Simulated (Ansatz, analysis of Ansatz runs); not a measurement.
# Can an added hole hop between Cl atoms in Li2ZnCl4 (Fd-3m)?, part 2 of 2

Question: does an added hole stay on the Cl atom where it is started in Li2ZnCl4 (Fd-3m), and if so, how high is the barrier for a hop to another Cl site nearby? Model: a cell of 56 host atoms.

Ansatz 0.2.0; plane-wave PAW DFT, PBEsol+U; relaxation of all atoms of a supercell at fixed charge in a uniform background; PAW set soft_1.

So far. Step 2 (The cell without the carrier): The largest displacement from an ideal site is 0.023 Å. Step 3 (The hole on the first site): The largest changes of the moments are 0.79 μB on Cl26, 0.01 μB on Cl30 and 0.01 μB on Cl29. The largest part sits on the chosen site.

## Step 4: The hole on the second site

The same start is made on the second site, to get the end of the hop.

The input, B.relax/input.yaml:

```yaml
crystal:
  lattice:
    - [10.23227833, 0.0, 0.0]
    - [0.0, 10.23227833, 0.0]
    - [0.0, 0.0, 10.23227833]
  atoms:
    - { symbol: Li, position: [0.375155, 0.37481, 0.625653] }
    - { symbol: Li, position: [0.375106, 0.87445, 0.12504] }
[... 3 atom lines left out ...]
    - { symbol: Li, position: [0.350031, 0.624922, 0.375088] }
[... 5 atom lines left out ...]
    - { symbol: Li, position: [0.625083, 0.625318, 0.650221] }
[... 13 atom lines left out ...]
    - { symbol: Cl, position: [0.37734, 0.622773, 0.623297] }
[... 6 atom lines left out ...]
    - { symbol: Cl, position: [0.377373, 0.377126, 0.377605] }
[... 17 atom lines left out ...]
    - { symbol: Cl, position: [0.622759, 0.3771, 0.623217] }
[... 4 atom lines left out ...]
    - { symbol: Cl, position: [0.622719, 0.622639, 0.377709], spin: 1.0 }
total_charge: 1
basis:
  ecutwfc: 420
  xc_grid: 2
hamiltonian:
  xc: pbesol
  hubbard:
    sites: [{ species: Cl, l: p, u_eff: 6.0 }]
    projectors: ortho-atomic
  pseudopotentials: { kind: paw, azcp: { folder: soft_1 }, xc_functional: pbe }
kpoints:
  mp_grid: { grid: [1, 1, 1] }
magnetization:
  spin_polarized: true
  initial_magnetization: 1
  spin_locking: { lock_magnetization: hard }
scf:
  occupations: { method: fermi_dirac, width: 0.01 }
  max_iter: 120
  lower_state_search: "off"
output:
  forces: true
relax:
  f_tol: 0.015
  max_steps: 70
  escape_saddle: false
checkpoint:
  write: "../B.relax.run"
  compress: false
  write_wavefunctions: true
  write_every: 100000
```

Launch:

```console
> ansatz run input.yaml --threads 4 --pin off --max-ram 9420MiB --backend cpu --events-out ev --progress --plain --runs-dir out
```

Numbers of over 12 decimals in the logs are rounded to 6 here.

The program printed:

```text
[...]
Crystal: 56 atoms, lattice volume = 1071.315 Å³
Basis set: ecut = 420 eV, 20863 PW (Γ), exchange–correlation on 144×144×144 points (8 copies of the dense FFT grid, shifted against one another)
Bands: 240, of which v1, the nominal top of the filled ones, is band 184 counted from 1 (183 counted from 0)
Symmetry: 1 space group operations
[...]
k-points: 1
[...]
Starting moments: Σ|m| = 1 μB on 1 of 56 sites
[...]
SCF iter   1: F=—  HF=-63511.398109 eV  |F-HF|=—  |Δ(HF+E_count)|=         —  Δρ=4.41e-2 (↑4.40e-2 ↓4.41e-2)  dr2=5.06e1  dr2_m=3.15e-2  M=1.000 μB ∫|m|=1.089 μB  β_m=0.30  ethr=3.10e-3  ⟨swp⟩=7.0  Hψ=2305  notcnv=0  defer=79
[...]
Occupation matrices written to <dir>
--- Relaxed structure (9 steps of the walk, 9 accepted, 0 SCFs on fresh bases) ---
  F+E_penalty+E_count = -63504.15055255 eV   max|allowed force component| = 8.504e-3 eV/Å
  atoms:
    - { symbol: Li, position: [0.372878, 0.370591, 0.628206] }
    - { symbol: Li, position: [0.368137, 0.876668, 0.125531] }
[...]
- { symbol: Li, position: [0.337008, 0.616005, 0.388494] }
[...]
- { symbol: Li, position: [0.612109, 0.617735, 0.661932] }
[...]
- { symbol: Li, position: [0.617067, 0.342303, 0.381998] }
[...]
- { symbol: Cl, position: [0.377236, 0.621584, 0.623066] }
[...]
- { symbol: Cl, position: [0.373394, 0.864159, 0.374608] }
    [... 2 atoms left out ...]
    - { symbol: Cl, position: [0.378425, 0.378727, 0.379204] }
    [... 10 atoms left out ...]
    - { symbol: Cl, position: [0.626199, 0.865458, 0.628570] }
    [... 6 atoms left out ...]
    - { symbol: Cl, position: [0.621181, 0.379000, 0.621607] }
    [... 4 atoms left out ...]
    - { symbol: Cl, position: [0.641195, 0.635213, 0.361457] }
[key lines of the parts left out:]
SCF converged after 5 iterations
Magnetization: 1.0000 μB (184.0000 up, 183.0000 down)
Free energy (F): -63504.150553 eV
Fermi energy:    1.543648 (↑ 3.049079, ↓ 1.540323) eV
```

Wall time 95 s (4 threads of Arm Neoverse V2, shared host); peak memory 1.7 GiB; 6.2 min of CPU time.

Distances from Cl56 without and with the hole:

```
atom  without (Å)  with (Å)
Zn24         2.25      2.69
Li15         2.53      3.01
Li12         2.54      3.09
 Li6         2.54      3.13
```

The largest changes of the moments are 0.79 μB on Cl56, 0.01 μB on Cl40 and 0.01 μB on Cl38. The largest part sits on the chosen site.

## Step 5: Points on the line between the two structures

All atoms move on the straight line between the two relaxed structures, 10.06 amu^1/2 Å long in mass-weighted terms. Each point starts from the state of the point before, once from either end, so that both localised states can be followed; the midpoint is also started with the carrier shared.

The input, A.x0500/input.yaml:

```yaml
crystal:
  lattice:
    - [10.23227833, 0.0, 0.0]
    - [0.0, 10.23227833, 0.0]
    - [0.0, 0.0, 10.23227833]
  atoms:
    - { symbol: Li, position: [0.379088, 0.353399, 0.620224] }
    - { symbol: Li, position: [0.372976, 0.877944, 0.128133] }
[... 3 atom lines left out ...]
    - { symbol: Li, position: [0.359447, 0.614181, 0.363962] }
[... 5 atom lines left out ...]
    - { symbol: Li, position: [0.635207, 0.616825, 0.640476] }
[... 13 atom lines left out ...]
    - { symbol: Cl, position: [0.371082, 0.631687, 0.630495], spin: 1.0 }
[... 6 atom lines left out ...]
    - { symbol: Cl, position: [0.37862, 0.377894, 0.378408] }
[... 17 atom lines left out ...]
    - { symbol: Cl, position: [0.621508, 0.378463, 0.621485] }
[... 4 atom lines left out ...]
    - { symbol: Cl, position: [0.631234, 0.62808, 0.370252] }
total_charge: 1
basis:
  ecutwfc: 420
  xc_grid: 2
hamiltonian:
  xc: pbesol
  hubbard:
    sites: [{ species: Cl, l: p, u_eff: 6.0 }]
    projectors: ortho-atomic
  pseudopotentials: { kind: paw, azcp: { folder: soft_1 }, xc_functional: pbe }
kpoints:
  mp_grid: { grid: [1, 1, 1] }
magnetization:
  spin_polarized: true
  initial_magnetization: 1
  spin_locking: { lock_magnetization: hard }
scf:
  occupations: { method: fermi_dirac, width: 0.01 }
  max_iter: 120
  lower_state_search: "off"
output:
  forces: true
  eigenvalues: true
  eigenstates: { localisation: true }
  write_density: true
  write_potential: true
  volumetric_format: npy
checkpoint:
  read: "../A.x0375.run"
  write: "../A.x0500.run"
  compress: false
  write_wavefunctions: true
  write_every: 100000
```

The program printed:

```text
[...]
Warning: checkpoint.read: the run can stay near the saved state's solution: 56 site(s) moved relative to the saved geometry (max |Δs| = 6.045e-3 fractional); [...]
[...]
Crystal: 56 atoms, lattice volume = 1071.315 Å³
Basis set: ecut = 420 eV, 20863 PW (Γ), exchange–correlation on 144×144×144 points (8 copies of the dense FFT grid, shifted against one another)
Bands: 240, of which v1, the nominal top of the filled ones, is band 184 counted from 1 (183 counted from 0)
Symmetry: 1 space group operations
[...]
k-points: 1
[...]
Starting moments: Σ|m| = 1 μB on 1 of 56 sites; this step starts from the density that it was given
[...]
SCF iter   1: F=—  HF=-63503.542060 eV  |F-HF|=—  |Δ(HF+E_count)|=         —  Δρ=3.12e-3 (↑3.08e-3 ↓3.12e-3)  dr2=1.97e-1  dr2_m=1.23e-3  M=1.000 μB ∫|m|=1.061 μB  β_m=0.30  ethr=5.33e-5  ⟨swp⟩=18.5  Hψ=5096  notcnv=0  defer=13
[...]
spin=Collinear: Resta preconditioning applied to the charge; magnetization (m = ρ↑ − ρ↓) channel mixes plain (no charge-response kernel on spin).
SCF iter   2: F=—  HF=-63503.499466 eV  |F-HF|=—  |Δ(HF+E_count)|=   4.26e-2  Δρ=2.17e-3 (↑2.14e-3 ↓2.17e-3)  dr2=9.14e-2  dr2_m=7.22e-4  M=1.000 μB ∫|m|=1.061 μB  β_m=0.61  ethr=5.33e-5  ⟨swp⟩=6.0  Hψ=988  notcnv=0  defer=6
[...]
SCF iter  20: F=-63503.469033 eV  HF=-63503.469033 eV  |F-HF|=2.99e-8  |Δ(HF+E_count)|=   4.03e-8  Δρ=8.92e-7 (↑8.79e-7 ↓8.92e-7)  dr2=1.66e-8  dr2_m=8.69e-11  M=1.000 μB ∫|m|=1.062 μB  ethr=2.74e-12  ⟨swp⟩=6.0  Hψ=2870  notcnv=0
SCF 1 converged in 20 iterations: F = -63503.469033 eV  dr2 = 1.66e-8
[...]
SCF converged after 20 iterations
[...]
Magnetization: 1.0000 μB (184.0000 up, 183.0000 down)
Absolute magnetization: 1.0632 μB (∫|ρ↑−ρ↓|, with the PAW one-centre terms)
[...]
Per-site moments (μB) at R_I (Å): [(0.00074786, 0.988945), (6.744136298844577e-5, 1.035245), (2.961196860962107e-6, 1.030330), [... 53 left out ...]
Free energy (F): -63503.469033 eV
[...]
Internal energy: -63503.469033 eV  (E = F + TS)
E sigma→0 (E₀):  -63503.469033 eV
Fermi energy:    1.096452 (↑ 3.171706, ↓ 1.094274) eV
[...]
--- Forces (eV/Å), atoms counted from 1 ---
  atom   1  Li     0.07522058    -0.50063939    -0.07905744
  atom   2  Li     0.05639624    -0.05674801     0.06021145
  [... 3 atoms left out ...]
  atom   6  Li     0.33188988    -0.00198071    -0.51642189
  [... 5 atoms left out ...]
  atom  12  Li     0.51480934    -0.01297326    -0.33923581
  [... 2 atoms left out ...]
  atom  15  Li     0.08401166     0.33764198    -0.07531768
  [... 10 atoms left out ...]
  atom  26  Cl     0.03331156     0.12034852    -0.01542092
  [... 3 atoms left out ...]
  atom  30  Cl    -0.11386853    -0.03629589     0.17614622
  [... 2 atoms left out ...]
  atom  33  Cl    -0.07512195     0.00967644     0.13652396
  [... 10 atoms left out ...]
  atom  44  Cl    -0.17638068    -0.04567710     0.10460621
  [... 6 atoms left out ...]
  atom  51  Cl    -0.13476687     0.00881803     0.08292279
  [... 4 atoms left out ...]
  atom  56  Cl    -0.03313746     0.16213356     0.01581985
  max |Σ_I F_I| component: 1.81e-5 eV/Å
--- Band table (eV) ---
[...]
Occupation matrices written to <dir>
```

Elapsed: 36 s, on 4 threads; peak memory 1.7 GiB.

The column dr2 measures how far the density is from self-consistency, as an energy; F and HF (Harris–Foulkes) agree once it is small.

States next to the filling edge at the first k-point, on the run's own zero (eigenstates.tsv). The participation number counts the atoms that a state is spread over, of 56; bands count from 0.

```
spin  band  energy (eV)  occupation  participation  largest share on  share
down   177       -0.262        1.00           29.8              Cl56   0.08
down   178       -0.225        1.00           29.1              Cl56   0.08
down   179       -0.203        1.00           25.5              Cl52   0.09
down   180        0.023        1.00            5.2              Cl56   0.40
down   181        0.212        1.00            2.5              Cl56   0.63
down   182        0.224        1.00            2.5              Cl56   0.63
down   183        1.962        0.00            1.3              Cl26   0.88
down   184        6.160        0.00           11.1              Zn22   0.25
down   185        6.376        0.00           16.6              Zn19   0.12
down   186        7.380        0.00           10.3              Zn22   0.24
down   187        7.826        0.00            8.1              Zn17   0.24
  up   178       -0.265        1.00           28.6              Cl56   0.09
  up   179       -0.227        1.00           28.9              Cl56   0.08
  up   180       -0.205        1.00           24.8              Cl52   0.09
  up   181        0.017        1.00            5.4              Cl56   0.39
  up   182        0.203        1.00            2.5              Cl56   0.62
  up   183        0.219        1.00            2.5              Cl56   0.63
  up   184        6.123        0.00           10.5              Zn22   0.26
  up   185        6.375        0.00           16.6              Zn19   0.12
  up   186        7.348        0.00           10.8              Zn22   0.22
  up   187        7.823        0.00            8.2              Zn17   0.23
  up   188        7.837        0.00            9.3              Zn23   0.22
```

Under PBEsol+U (6 eV) at the zone centre alone, the highest filled state is spin down, spread over 2 of 56 atoms, and the lowest empty one, 1.74 eV above it, is spin down, spread over 1 of 56 atoms.

The largest moments in the atoms' spheres: Cl26 0.72, Cl30 0.01, Cl29 0.01, Cl44 0.01, Cl41 0.01, Cl56 0.00 μB.

Spin density in the ac plane at fractional y = 0.622, through the centre, with atoms of Li and Cl within 0.45 Å of it.

Ten even steps from '0' (-0.01 e/Å³) to '9' (0.33 e/Å³), each cell a mean:
```
00000000000000000000000000000
00000000000000000000000000000
00000000000000000000000000000
00000000000000000000000000000
00000000000000000000000000000
00000000000000000000000000000
00000000123200000000000000000
00000000279400000000000000000
00000000256200000000000000000
00000000001231000000000000000
00000000000221000000000000000
00000000000000000000000000000
00000000000000000000000000000
00000000000000000000000000000
00000000000000000000000000000
00000000000000000000000000000
00000000000000000000000000000
00000000000000000000000000000
00000000000000000000000000000
00000000000000000000000000000
00000000000000000000000000000
00000000000000000000000000000
00000000000000000000000000000
00000000000000000000000000000
```
Columns run along a (10.2 Å), rows up along c (10.2 Å). Atoms in or near the plane, at fractional coordinates: Li at (0.36, 0.36), Li at (0.88, 0.88), Li at (0.13, 0.13), Li at (0.64, 0.64), Cl at (0.37, 0.63), Cl at (0.88, 0.12), Cl at (0.38, 0.13), Cl at (0.87, 0.62), Cl at (0.12, 0.37), Cl at (0.63, 0.88), Cl at (0.12, 0.88), Cl at (0.63, 0.37).

Electrostatic potential energy in the ac plane at fractional y = 0.622, through the centre, with atoms of Li and Cl within 0.45 Å of it. With pseudopotentials it is smooth inside the atoms' cores, unlike the true potential.

Ten even steps from '_' (-37 eV) to '@' (9 eV), each cell a mean:
```
@@@@%%####%%@@@@@@@@@@@@@@@@@@@@%%%%##%%@@@@@@@@%%%%%%@@@@
@@##::__..==%%@@@@@@@@@@@@@@@@%%**::..::**@@@@%%**++++%%@@
%%++______..##@@@@@@@@@@@@@@@@%%--______--%%@@##--__::**%%
@@**..____--%%@@@@@@@@@@@@@@@@%%==______==%%@@%%==::--##%%
@@%%**==++##%%@@@@@@@@@@@@@@@@@@%%++==++%%@@@@%%%%####%%@@
@@@@@@@@@@@@@@@@@@@@@@@@@@@@@@@@@@%%%%%%@@@@@@@@@@@@@@@@@@
@@@@@@@@@@@@@@@@%%##****##@@@@@@%%%%##%%%%@@@@@@%%##%%@@@@
@@@@@@@@@@@@@@%%##--____--##%%%%%%++--==##%%@@##::..::**@@
@@@@@@@@@@@@@@%%**________++%%%%##--__..**%%%%==______--%%
@@@@@@@@@@@@@@@@##::____..**%%%%%%**==++##@@%%++______==%%
@@@@@@@@@@@@@@@@%%##====**%%@@@@@@%%%%%%@@@@@@%%++==++##%%
@@@@@@@@@@@@@@@@@@@@%%%%%%@@@@@@@@@@@@@@@@@@@@@@@@@@@@@@@@
@@%%%%##%%@@@@@@@@%%%%%%%%@@@@@@@@%%%%%%@@@@@@@@@@@@@@@@@@
@@##==..::++%%@@%%##****%%@@@@@@##--::--##@@@@@@@@@@@@@@@@
@@++..____..##%%##==..::**%%@@@@==______--%%@@@@@@@@@@@@@@
@@**..____::##%%##==..::**%%@@@@++..____==%%@@@@@@@@@@@@@@
@@%%**--==**%%@@%%##****%%@@@@@@%%++--==##@@@@@@@@@@@@@@@@
@@@@@@%%%%@@@@@@@@@@%%%%@@@@@@@@@@@@@@@@@@@@@@@@@@@@@@@@@@
@@@@@@%%%%@@@@@@@@%%####%%@@@@@@@@@@@@@@@@@@@@@@%%%%%%@@@@
@@%%##++++##%%@@%%++....--##@@@@@@@@@@@@@@@@@@%%==::::++%%
@@%%==....++%%@@##..______++@@@@@@@@@@@@@@@@@@++______::##
@@%%++::::**%%@@%%--____..**@@@@@@@@@@@@@@@@@@**..____::##
@@@@%%####%%@@@@@@##++==**%%@@@@@@@@@@@@@@@@@@%%++--==**@@
@@@@@@%%@@@@@@@@@@@@@@@@@@@@@@@@@@@@@@@@@@@@@@@@@@%%%%@@@@
```
Columns run along a (10.2 Å; values clipped at the 3rd and 97th percentile), rows up along c (10.2 Å). Atoms in or near the plane, at fractional coordinates: Li at (0.36, 0.36), Li at (0.88, 0.88), Li at (0.13, 0.13), Li at (0.64, 0.64), Cl at (0.37, 0.63), Cl at (0.88, 0.12), Cl at (0.38, 0.13), Cl at (0.87, 0.62), Cl at (0.12, 0.37), Cl at (0.63, 0.88), Cl at (0.12, 0.88), Cl at (0.63, 0.37).

Valence density in the ac plane at fractional y = 0.622, through the centre, with atoms of Li and Cl within 0.45 Å of it. It is the smooth field of the valence electrons, not physical close to the nuclei.

Ten steps, logarithmic in the rise over the least value, from '_' (0.0 e/Å³) to '@' (6.7 e/Å³), each cell a mean:
```
..--==++++==::..____........::::--==++==--::..............
--++********==::__________..::--++******++--....--**==....
--****++****++::..__________::==****++****==::..##@@%%--..
--++********==::..__________..==**********==::..**%%##::..
::==++**++++--::..__________..::==++**++==::..__..::::__..
....::----::::......::::....__..::------::......::::::....
..____..........::==++++==--..__....::......::--==++==--::
..__________..::==********==::....++%%**::..--++******++--
::__________..::++******##++--....##@@%%--::==****++****==
::..__________::==**##****++::..__==**++..::==**##******==
::..__________..--++**++++--..______....__..::==++****++--
::::::::::....__..::----::..____....::........::--------::
::--======--::..____....______..--======--::..__..........
--==********==::....==--____..--++******++--..__________..
--++********++--::**@@%%--__::==**********==::__________..
--++********++--::**@@%%--__::==**********==::__________..
::==++****++--::..::==--..__..::==******++--..____________
..::--==----::......::::::......::--==--::::..............
................::==++++==--..____............--======--::
::..::++++....::==********++::..__________..::==******++==
::..**@@@@==..--++********++--..__________..--++********++
::..++%%%%--..::==********++--..__________..--++********++
......::::..__..--++****++==::....________..::==++****++--
....::::::........::------::::::::::::........::--====--::
```
Columns run along a (10.2 Å), rows up along c (10.2 Å). Atoms in or near the plane, at fractional coordinates: Li at (0.36, 0.36), Li at (0.88, 0.88), Li at (0.13, 0.13), Li at (0.64, 0.64), Cl at (0.37, 0.63), Cl at (0.88, 0.12), Cl at (0.38, 0.13), Cl at (0.87, 0.62), Cl at (0.12, 0.37), Cl at (0.63, 0.88), Cl at (0.12, 0.88), Cl at (0.63, 0.37).

Free energies from the first end:

```
started from  fraction  energy (eV)  moment change on Cl26 (μB)  on Cl56 (μB)
  first site         0        0.000                        0.79          0.00
  first site     0.125        0.046                        0.78          0.00
  first site      0.25        0.178                        0.76          0.00
  first site     0.375        0.392                        0.74          0.00
  first site       0.5        0.681                        0.72          0.01
  first site     0.625        1.042                        0.69          0.01
 second site     0.875        0.048                        0.00          0.78
 second site      0.75        0.187                        0.00          0.76
 second site     0.625        0.404                        0.00          0.74
 second site       0.5        0.682                        0.01          0.72
 second site     0.375        1.027                        0.01          0.69
      shared       0.5        0.681                        0.72          0.01
 second site         1        0.000                        0.00          0.79
```

## Step 6: Results

```yaml
barrier_forward: 0.68 eV
barrier_backward: 0.68 eV
distance_of_the_two_sites_without_the_carrier: 3.55 Å
carrier_at_the_midpoint: on one site
```

In words: On this line the hole must cross 0.68 eV to hop 3.55 Å; both ends have the same energy within 0.005 eV. At the midpoint the lowest state found keeps the carrier on one site, so the two localised curves cross in a cusp. This suggests weak coupling and a hop slower than the barrier alone implies, though U itself penalises the shared state. The start with the carrier shared fell onto one site. With an assumed attempt frequency of 1e13 per second the rate at 300 K would be 4e+01 per second for this barrier, if every crossing succeeded. A straight line need not be the lowest path, so the true barrier at this U can be lower, or higher if the ends can still break their symmetry. No run compares the localised hole with one spread in the band, so its binding is unknown and the barrier may exceed it. Holes in halides commonly bind two halogen atoms into a pair. A U on single atoms favours the one-atom state followed here, and no pair was tried, so these numbers may not belong to the actual polaron. The program's search for lower electronic states was switched off in all runs, so that each state is followed; none is shown to be the lowest at its structure. No image-charge correction is applied; it nearly cancels along the line while the charge stays localised. Keep in mind: sampling at the zone centre alone can move energies of charged and open-shell states by tenths of an eV or more in cells of this size; gap and trapping depend on the U chosen (Cl p 6.0 eV).

[Logs are printed without paths, hosts, clocks, repeated set-up lines and the standing remarks that a program may print on its own settings, such as how far it seeks lower states.]

[Hosts, paths, dates, database ids (printed as entryN), source tags and the programs' standing remarks are cut or masked in the printed files.]
